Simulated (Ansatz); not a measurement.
# V_K (site 2) in K2MoO4 (C2/m): charge-transition levels and formation energies

Aim: at which Fermi levels does V_K (site 2) in K2MoO4 (C2/m) change its charge? The model is a cell of 56 host atoms with 1 K taken out.

Main program and level: Ansatz 0.2.0; place-levels on PBEsol runs: charge-transition levels and formation energies with image-charge correction and potential alignment at the atomic sites.

**1. Starting point**

The cell holds 55 atoms: 15 K, 8 Mo and 32 O. Cell: a = 9.638 Å, b = 11.282 Å, c = 13.703 Å, α = 44.1°, β = 91.4°, γ = 81.4°. It derives from K2MoO4 (space group C2/m). Nearest the centre at fractional (0.138, 0.627, 0.362): O52 at 2.67 Å, O32 at 2.76 Å, O28 at 2.76 Å, O51 at 2.84 Å, O24 at 2.87 Å, O36 at 2.87 Å, O46 at 3.19 Å, O45 at 3.19 Å.

Known beforehand: the electronic dielectric constant, (2.71, 2.75, 2.72), and the static one, principal values (5.40, 6.49, 13.84), from a response run on this crystal (DFPT, PBEsol) at that run's own cell.

The cell's shortest repeat is 9.6 Å.

**2. What was run first**

A transition level is the Fermi level at which two charge states cost the same, so each charge needs its own total energy, at its own relaxed structure.

Random displacements of about 0.05 Å break the site symmetry at the start, so that the relaxation can reach a distorted minimum if there is one. Forces are taken at one point at (¼, ¼, ¼). The cell holds 1 electron more than the neutral one, with a uniform background that keeps it neutral on the whole.

The sampling was tested on the host first: at the k-points planned (1x1x1 shifted 0.25 0.25 0.25) its energy lies 0.000 eV an atom from the dense-mesh value, under the bound of 0.02 eV set for this test; that bounds the host's error, not the defect's.

One of the inputs; charge, spin and start change from state to state.

The input, qm1.relax/input.yaml:

```yaml
crystal:
  lattice:
    - [-3.24276049, 6.0559037, 6.76040207]
    - [9.04886798, 0.0, 6.73828767]
    - [12.29162847, 6.0559037, -0.0221144]
  atoms:
    - { symbol: K, position: [0.13761593, 0.62723073, 0.36238407] }
    - { symbol: K, position: [0.13761593, 0.62723073, 0.86238407] }
    - { symbol: K, position: [0.63761593, 0.12723073, 0.36238407] }
[... 1 atom line left out ...]
    - { symbol: K, position: [0.36238407, 0.87276927, 0.13761593] }
[... 2 atom lines left out ...]
    - { symbol: K, position: [0.86238407, 0.37276927, 0.63761593] }
    - { symbol: K, position: [0.20372179, 0.04731594, 0.29627821] }
[... 3 atom lines left out ...]
    - { symbol: K, position: [0.29627821, 0.45268406, 0.20372179] }
    - { symbol: K, position: [0.29627821, 0.45268406, 0.70372179] }
    - { symbol: K, position: [0.79627821, 0.95268406, 0.20372179] }
[... 2 atom lines left out ...]
    - { symbol: Mo, position: [0.47504714, 0.29941831, 0.52495286] }
    - { symbol: Mo, position: [0.97504714, 0.79941831, 0.02495286] }
    - { symbol: Mo, position: [0.97504714, 0.79941831, 0.52495286] }
    - { symbol: Mo, position: [0.02495286, 0.20058169, 0.47504714] }
[... 3 atom lines left out ...]
    - { symbol: O, position: [0.41436176, 0.51096924, 0.34694589] }
[... 1 atom line left out ...]
    - { symbol: O, position: [0.91436176, 0.01096924, 0.34694589] }
[... 1 atom line left out ...]
    - { symbol: O, position: [0.34694589, 0.72772311, 0.41436176] }
[... 3 atom lines left out ...]
    - { symbol: O, position: [0.08563824, 0.98903076, 0.15305411] }
[... 3 atom lines left out ...]
    - { symbol: O, position: [0.15305411, 0.77227689, 0.08563824] }
    - { symbol: O, position: [0.15305411, 0.77227689, 0.58563824] }
[... 7 atom lines left out ...]
    - { symbol: O, position: [0.36343408, 0.27532748, 0.63656592] }
    - { symbol: O, position: [0.86343408, 0.77532748, 0.13656592] }
[... 4 atom lines left out ...]
    - { symbol: O, position: [0.97534799, 0.64239928, 0.52465201] }
    - { symbol: O, position: [0.02465201, 0.35760072, 0.47534799] }
[... 2 atom lines left out ...]
    - { symbol: O, position: [0.52465201, 0.85760072, 0.97534799] }
  supercell: [1, 1, 1]
  defects: [{ vacancy: 0 }]
total_charge: -1
basis:
  ecutwfc: 420
  xc_grid: 2
hamiltonian:
  xc: pbesol
kpoints:
  mp_grid: { grid: [1, 1, 1], shift: [0.25, 0.25, 0.25] }
scf:
  occupations: { method: fixed }
  max_iter: 60
output:
  forces: true
  charged_corrections:
    epsilon: [2.71, 2.75, 2.72]
    static_epsilon: [[6.43, 0.0, -0.24], [0.0, 13.84, 0.0], [-0.24, 0.0, 5.46]]
relax:
  f_tol: 0.02
  max_steps: 80
  random_displacement: { amplitude: 0.05, seed: 1433 }
checkpoint:
  write: "../qm1.relax.run"
  compress: false
  write_wavefunctions: true
  write_every: 100000
```

Run with:

```
> ansatz run input.yaml --threads 4 --pin off --max-ram 7536MiB --backend cpu --events-out ev --progress --plain --runs-dir out
```

Defect states can disperse in a cell of this size, so the energy is taken again at a 2×2×2 shifted mesh, on the relaxed structure.

The run of this state that the levels use, under PBEsol:

The input, qm1.point/input.yaml:

```yaml
crystal:
  checkpoint: "../qm1.relax.run"
  host: checkpoint
total_charge: -1
basis:
  ecutwfc: 420
  xc_grid: 2
hamiltonian:
  xc: pbesol
kpoints:
  mp_grid: { grid: [2, 2, 2], shift: [0.5, 0.5, 0.5] }
scf:
  occupations: { method: fermi_dirac, width: 0.01 }
  max_iter: 60
output:
  forces: true
  eigenvalues: true
  charged_corrections:
    epsilon: [2.71, 2.75, 2.72]
    static_epsilon: [[6.43, 0.0, -0.24], [0.0, 13.84, 0.0], [-0.24, 0.0, 5.46]]
    defect_position: [0.137616, 0.627231, 0.362384]
  eigenstates: { localisation: true }
  populations: true
  band_densities: [{ bands: [v1, v1] }, { bands: [c1, c1] }]
  write_density: true
  write_potential: true
  volumetric_format: npy
  elf: true
checkpoint:
  read: "../qm1.relax.run"
  write: "../qm1.point.run"
  compress: false
  write_wavefunctions: false
  write_every: 100000
```

Relaxations under PBEsol at one point at (¼, ¼, ¼); times on 4 threads of Arm Neoverse V1, shared host:

| charge | moment (μB) | occupations | outcome | steps | largest displacement against the far atoms (Å) | time |
| --- | --- | --- | --- | --- | --- | --- |
| −1 | 0 | fixed | converged | 5 | 0.33 | 71 s |
| 0 | 1 | fixed | converged | 10 | 0.35 | 8.1 min |
| +1 | 0 | fixed | not converged | - | - | 48 s |
| +1 | 0 | fermi-dirac | converged | 8 | 0.38 | 3.1 min |
| +1 | 2 | fixed | converged | 13 | 0.38 | 14 min |

Single points under PBEsol at a 2×2×2 shifted mesh; times on 4 threads of Arm Neoverse V1, shared host:

| charge | moment (μB) | occupations | outcome | time |
| --- | --- | --- | --- | --- |
| −1 | 0 | fermi-dirac | converged | 84 s |
| 0 | 1 | fermi-dirac | converged | 4 min |
| +1 | 0 | fermi-dirac | converged | 1.9 min |
| +1 | 2 | fermi-dirac | converged | 5.6 min |

Distances (Å) from the ideal centre to the nearest atoms after relaxation with PBEsol:

| charge | moment (μB) | 1. | 2. | 3. | 4. | 5. | 6. |
| --- | --- | --- | --- | --- | --- | --- | --- |
| −1 | 0 | O 2.72 | O 2.95 | O 2.96 | O 2.97 | O 2.97 | O 3.09 |
| 0 | 1 | O 2.73 | O 2.96 | O 2.96 | O 2.96 | O 2.98 | O 3.08 |
| +1 | 0 | O 2.74 | O 2.93 | O 2.95 | O 2.95 | O 3.00 | O 3.06 |
| +1 | 2 | O 2.74 | O 2.93 | O 2.94 | O 2.95 | O 3.01 | O 3.08 |

**3. place-levels, PBEsol**

A charged cell interacts with its images and the background, and its potential has another zero than the host's. place-levels removes the first by a point-charge model, screened by the static dielectric constant since the ions have relaxed around the charge, and the second by comparing potentials at atoms far from the defect.

The host is a run of the defect-free crystal in the same cutoffs, grids and k-points, so that basis and sampling errors cancel in part in the differences. Its band edges come from a run of the primitive cell that searches the zone for them. The host is run in a cell of 28 atoms on a matching mesh. Chemical potentials are energies per atom of K (bcc), run with the same functional and cutoff.

The input, levels.point.yaml:

```yaml
host:
  run: host.point.run
  levels_from: { run: edges.point.run }
states: [qm1.point.run, q0_M1.point.run, qp1.point.run, qp1_M2.point.run]
geometry_from:
  qm1.point.run: qm1.relax.run
  q0_M1.point.run: q0_M1.relax.run
  qp1.point.run: qp1.relax_smeared.run
  qp1_M2.point.run: qp1_M2.relax.run
  host.point.run: host.relax.run
chemical_potentials:
  K:
    energy: -1516.029766
    dataset: <sha256 of the dataset>
epsilon: [2.71, 2.75, 2.72]
static_epsilon:
  - [6.43, 0.0, -0.24]
  - [0.0, 13.84, 0.0]
  - [-0.24, 0.0, 5.46]
vertical:
  - { from: qm1.point.run, to: qm1.point_neutral.run }
  - { from: qp1.point.run, to: qp1.point_neutral.run }
  - { from: qp1_M2.point.run, to: qp1_M2.point_neutral.run }
```

Run with:

```
> ansatz place-levels levels.point.yaml -- --threads 4 --pin off --max-ram 7536MiB
```

Numbers of over 12 decimals in the logs are rounded to 6 here.

What it wrote:

```text
[... repeated set-up lines and file paths are left out, and long positions are rounded to six places ...]
(+1/0) 0.000 eV above the valence edge (-0.216 eV without the band-filling correction), 4.328 eV under the conduction edge
(0/-1) 0.084 eV above the valence edge, 4.244 eV under the conduction edge
formation energy of charge +1: +5.069 eV with the Fermi level at the valence edge
formation energy of charge 0: +5.069 eV with the Fermi level at the valence edge
formation energy of charge -1: +5.153 eV with the Fermi level at the valence edge
vertical -1 to 0: no energy, since no alignment is typed
  the change from vertical[0].from (qm1.point.run) to vertical[0].to (qm1.point_neutral.run): by its potential at epsilon [2.71, 2.75, 2.72] it stands at 0.923 0.194 0.592, with an rms radius of about 6.1 Å (3.9 2.8 3.8 Å across the planes of the cell's [...]
vertical +1 to 0: no energy, since no alignment is typed
  the change from vertical[1].from (qp1.point.run) to vertical[1].to (qp1.point_neutral.run): by its potential at epsilon [2.71, 2.75, 2.72] it stands at 0.704 0.021 0.803, with an rms radius of about 6.7 Å (4.1 3.5 4.0 Å across the planes of the cell's [...]
vertical +1 to 0: no energy, since no alignment is typed
  the change from vertical[2].from (qp1_M2.point.run) to vertical[2].to (qp1_M2.point_neutral.run): by its potential at epsilon [2.71, 2.75, 2.72] it stands at 0.806 0.110 0.950, with an rms radius of about 6.4 Å (3.8 3.3 4.0 Å across the planes of the cell's [...]
  edges by pbesol of host.levels_from (edges.point.run), its mesh sampled to repeats of 29.99 Å (the valence edge +0.050 eV and the conduction edge -0.052 eV from those of the host's own run), gap 4.328 eV; the host is sampled to repeats of 19.28 Å
  the defect's cells are sampled to repeats of 19.28 Å, like sampling
  charge +1: -79903.4567 eV with its correction of -0.273 eV, at epsilon [[6.43, 0, -0.24], [0, 13.84, 0], [-0.24, 0, 5.46]], aligned at sites: -0.5236 eV, mean over 26 atomic sites at or beyond 4.82 Å from the defect at [0.1376, 0.6272, 0.3624], with [...]
  states[3] (qp1_M2.point.run): levels filled in part (TS 0.010 eV): its energy is of no whole electron's
  charge 0: +0.000 eV for its dipole among its images, +0.000 omitted
  states[1] (q0_M1.point.run): levels filled in part (TS 0.006 eV): its energy is of no whole electron's
  charge -1: -79896.4814 eV with its correction of +0.465 eV, at epsilon [[6.43, 0, -0.24], [0, 13.84, 0], [-0.24, 0, 5.46]], aligned at sites: -0.2145 eV, mean over 26 atomic sites at or beyond 4.82 Å from the defect at [0.1376, 0.6272, 0.3624], with [...]
  charge +1: states[2] (qp1.point.run) stands 0.037 eV higher, with a moment of 0.00 μB against 2.00
  states[2] (qp1.point.run): levels filled in part (TS 0.017 eV): its energy is of no whole electron's
  of states[3] (qp1_M2.point.run): it parts from the run at its places by a charge that spreads by about 3.3 Å along one vector (1.3 Å or more is wide), by its potential at epsilon [2.71, 2.75, 2.72], taken for that of held ions (one typed too small widens [...]
  of states[0] (qm1.point.run): it parts from the run at its places by a charge that spreads by about 3.9 Å along one vector (1.6 Å or more is wide), by its potential at epsilon [2.71, 2.75, 2.72], taken for that of held ions (one typed too small widens it), [...]
  of states[2] (qp1.point.run): it parts from the run at its places by a charge that spreads by about 3.5 Å along one vector (1.3 Å or more is wide), by its potential at epsilon [2.71, 2.75, 2.72], taken for that of held ions (one typed too small widens it), [...]
  of vertical[0].from (qm1.point.run): it parts from the run at its places by a charge that spreads by about 3.9 Å along one vector (1.6 Å or more is wide), by its potential at epsilon [2.71, 2.75, 2.72], taken for that of held ions (one typed too small [...]
  vertical[0].to (qm1.point_neutral.run): levels filled in part (TS 0.009 eV): its energy is of no whole electron's
  of vertical[0].to (qm1.point_neutral.run): seeded_moment_not_kept
  vertical[1].from (qp1.point.run): levels filled in part (TS 0.017 eV): its energy is of no whole electron's
  of vertical[1].from (qp1.point.run): it parts from the run at its places by a charge that spreads by about 3.5 Å along one vector (1.3 Å or more is wide), by its potential at epsilon [2.71, 2.75, 2.72], taken for that of held ions (one typed too small [...]
  vertical[1].to (qp1.point_neutral.run): levels filled in part (TS 0.006 eV): its energy is of no whole electron's
  of vertical[1].to (qp1.point_neutral.run): seeded_moment_not_kept
  vertical[2].from (qp1_M2.point.run): levels filled in part (TS 0.010 eV): its energy is of no whole electron's
  of vertical[2].from (qp1_M2.point.run): it parts from the run at its places by a charge that spreads by about 3.3 Å along one vector (1.3 Å or more is wide), by its potential at epsilon [2.71, 2.75, 2.72], taken for that of held ions (one typed too small [...]
  vertical[2].to (qp1_M2.point_neutral.run): levels filled in part (TS 0.007 eV): its energy is of no whole electron's
  of vertical[2].to (qp1_M2.point_neutral.run): seeded_moment_not_kept
```

It took 0.53 s on 4 threads of Arm Neoverse V1, shared host.

Under PBEsol the gap is 4.33 eV, (+1/0) 0.00 (with band filling), (0/−1) 0.08 eV.

Levels between the charges placed, in eV above the valence top:

|  | gap (eV) | (+1/0) | (0/−1) |
| --- | --- | --- | --- |
| PBEsol | 4.33 | 0.00 | 0.08 |

Corrections by state:

| charge | moment (μB) | image terms and alignment (eV) | band filling (eV) | ε used | over the lowest of its charge, as the program ranks them, band filling apart (eV) |
| --- | --- | --- | --- | --- | --- |
| +1 | 2.0 | -0.273 | -0.216 | principal values (5.40, 6.49, 13.84) | 0.000 |
| 0 | 1.0 | 0.000 | - | - | 0.000 |
| −1 | 0.0 | 0.465 | - | principal values (5.40, 6.49, 13.84) | 0.000 |
| +1 | 0.0 | -0.274 | - | principal values (5.40, 6.49, 13.84) | 0.037 |

The charged structures listed were also run neutral, and place-levels reads from each pair, by the potential or the spins, how wide the charge is by which they differ; that can be the carrier of either run.

| charge | rms radius (Å) | spread where it is widest against the cell (Å) | wide from (Å) | reading |
| --- | --- | --- | --- | --- |
| +1 | 6.4 | 3.25 | 1.32 | wide |
| −1 | 6.1 | 3.86 | 1.62 | wide |

The neutral runs of these pairs need not share the spin of the lowest neutral state, and very wide values only mean spread over the cell.

From the program's caveats on the states, each cut to its opening words:

- charge +1 (2 μB): it parts from the run at its places by a charge that spreads by about 3.3 Å along one vector (1.3 Å or more is wide), by its potential at epsilon [2.71, 2.75, [...]
- charge +1 (2 μB): a band-filling correction moves a carrier to the host's band edge, which changes its energy by -0.216 eV
- charge +1 (2 μB): the host's ions (past the first shell or, of a walk that freed a part, those that it held) aren't shown at rest: they stand up to 0.383 Å off their sites, 5.05 [...]
- charge −1: it parts from the run at its places by a charge that spreads by about 3.9 Å along one vector (1.6 Å or more is wide), by its potential at epsilon [2.71, 2.75, [...]
- charge −1: its alignment with the host at atomic sites is doubtful: the mean over the far sites moves by -0.0659 eV from their farther parts to their nearer, more than [...]
- charge +1: it parts from the run at its places by a charge that spreads by about 3.5 Å along one vector (1.3 Å or more is wide), by its potential at epsilon [2.71, 2.75, [...]

Chemical potentials of the elements' reference phases, run alike. Formation energies (elemental references), with the Fermi level at the valence top and at the conduction bottom (gap 4.33 eV):

| charge | at valence top (eV) | at conduction bottom (eV) | correction included (eV) |
| --- | --- | --- | --- |
| +1 | 5.07 | 9.40 | -0.49 |
| 0 | 5.07 | 5.07 | 0.00 |
| −1 | 5.15 | 0.83 | 0.46 |

| Fermi level (eV) | lowest formation energy (eV) |
| --- | --- |
| 0.00 | 5.07 |
| 0.39 | 4.76 |
| 0.79 | 4.37 |
| 1.18 | 3.97 |
| 1.57 | 3.58 |
| 1.97 | 3.19 |
| 2.36 | 2.79 |
| 2.76 | 2.40 |
| 3.15 | 2.00 |
| 3.54 | 1.61 |
| 3.93 | 1.22 |
| 4.33 | 0.83 |

**4. Placing the levels, r2SCAN**

r2SCAN on the same structure is run to see how far the result rests on the functional, though not on the errors that semilocal functionals share; the sampling changes too, to one point at (¼, ¼, ¼), so differences hold both changes.

qm1.r2scan/input.yaml, as its differences from qm1.point/input.yaml of step 2:

```diff
@@ -5,8 +5,8 @@
 basis:
-  ecutwfc: 420
+  ecutwfc: 500
   xc_grid: 2
 hamiltonian:
-  xc: pbesol
+  xc: r2scan
 kpoints:
-  mp_grid: { grid: [2, 2, 2], shift: [0.5, 0.5, 0.5] }
+  mp_grid: { grid: [1, 1, 1], shift: [0.25, 0.25, 0.25] }
 scf:
@@ -27,6 +27,4 @@
   volumetric_format: npy
-  elf: true
 checkpoint:
-  read: "../qm1.relax.run"
-  write: "../qm1.point.run"
+  write: "../qm1.r2scan.run"
   compress: false
```

It took 50 s on 4 threads; peak memory 2.4 GiB; 3.2 min of CPU time.

The input, levels.r2scan.yaml:

```yaml
host:
  run: host.r2scan.run
  levels_from: { run: edges.r2scan.run }
states: [qm1.r2scan.run, q0_M1.r2scan.run, qp1.r2scan.run, qp1_M2.r2scan.run]
geometry_from:
  qm1.r2scan.run: qm1.relax.run
  q0_M1.r2scan.run: q0_M1.relax.run
  qp1.r2scan.run: qp1.relax_smeared.run
  qp1_M2.r2scan.run: qp1_M2.relax.run
  host.r2scan.run: host.relax.run
chemical_potentials:
  K:
    energy: -1542.480493
    dataset: <sha256 of the dataset>
```

Run with:

```
> ansatz place-levels levels.r2scan.yaml -- --threads 4 --pin off --max-ram 7536MiB
```

What it wrote:

```text
(+1/0) 0.003 eV beneath the valence edge (-0.138 eV without the band-filling correction), in the valence band
(0/-1) 0.074 eV above the valence edge, 4.687 eV under the conduction edge
formation energy of charge +1: +5.688 eV with the Fermi level at the valence edge
formation energy of charge 0: +5.685 eV with the Fermi level at the valence edge
formation energy of charge -1: +5.759 eV with the Fermi level at the valence edge
  edges by r2scan of host.levels_from (edges.r2scan.run), its mesh sampled to repeats of 29.99 Å (the valence edge +0.136 eV and the conduction edge -0.057 eV from those of the host's own run), gap 4.761 eV; the host is sampled to repeats of 9.64 Å
[... the lines on each state left out ...]
```

The job ended after 0.3 s (4 threads).

Under r2SCAN the gap is 4.76 eV, (+1/0) 0.00 (with band filling), (0/−1) 0.07 eV; the stage before (PBEsol, at other k-points) gave a gap of 4.33 eV and levels within 0.01 eV of these.

**5. Cost and result**

Levels between neighbouring charges, in eV above each run's own valence top:

|  | gap (eV) | (+1/0) | (0/−1) | CPU time a state at this stage (restarts are quicker than cold starts) |
| --- | --- | --- | --- | --- |
| PBEsol, 2×2×2 shifted mesh | 4.33 | 0.00 | 0.08 | 13 min |
| r2SCAN on PBEsol structures, (¼, ¼, ¼) | 4.76 | 0.00 | 0.07 | 8.6 min |

**6. What came out**

| Item | Value |
| --- | --- |
| gap of the host | 4.33 eV (PBEsol) |
| level (plus 1/0) | 0.00 eV above the valence top (-0.22 eV above the valence top without the band-filling term) |
| level (0/minus 1) | 0.08 eV above the valence top |
| lowest of the charges placed, just above the valence top (0.02 eV) | 0 |
| lowest of the charges placed, just below the conduction bottom (0.02 eV) | −1 |
| lowest formation energy at mid-gap of the charges run, elemental references | 2.99 eV |

What this shows: Of the charges placed (−1, 0 and +1), the lowest changes at 0.08 eV (0/−1) above the valence top, in a gap of 4.33 eV. (0/−1) lies nearer to a band edge than the share of the finite-size correction in it (0.46 eV), and that correction holds for a localised charge alone. (0/−1) lies 0.08 eV from a band edge, less than the doubt on such levels. Charges below −1 were not placed, so these runs say nothing of levels that involve them. States placed: +1 at 2 μB and 0 μB; 0 at 1 μB; −1 at 0 μB. Other spin states or structures, where not listed, weren't placed. The program finds carriers beyond a band edge of the host and adds a band-filling term at charge +1 (-0.22 eV); steps to such a charge show no bound level, and a defect level inside a band would be read the same way. The program doubts the alignment of potentials for at least one state, a sign that the cell is small. What this leaves open: PBEsol makes the gap too small and tends to spread out bound carriers; where a gas molecule sets a chemical potential or the host's formation energy, its binding is uncorrected; force components of up to 0.18 eV/Å remain in a run at the final settings.

[Logs are printed without paths, hosts, clocks, repeated set-up lines and the standing remarks that a program may print on its own settings, such as how far it seeks lower states.]

[Hosts, paths, dates, database ids (printed as entryN), source tags and the programs' standing remarks are cut or masked in the printed files.]

[Where a table of states has a column of steps, it counts the stored structures, which are thinned; the runs took as many ionic steps or more.]

[A defect's name tells the site on which it was built; relaxed atoms can leave that site.]

[For some hosts the program warned that the k-mesh of the response run may be too coarse for force constants and the static dielectric constant; such warnings are not shown here.]
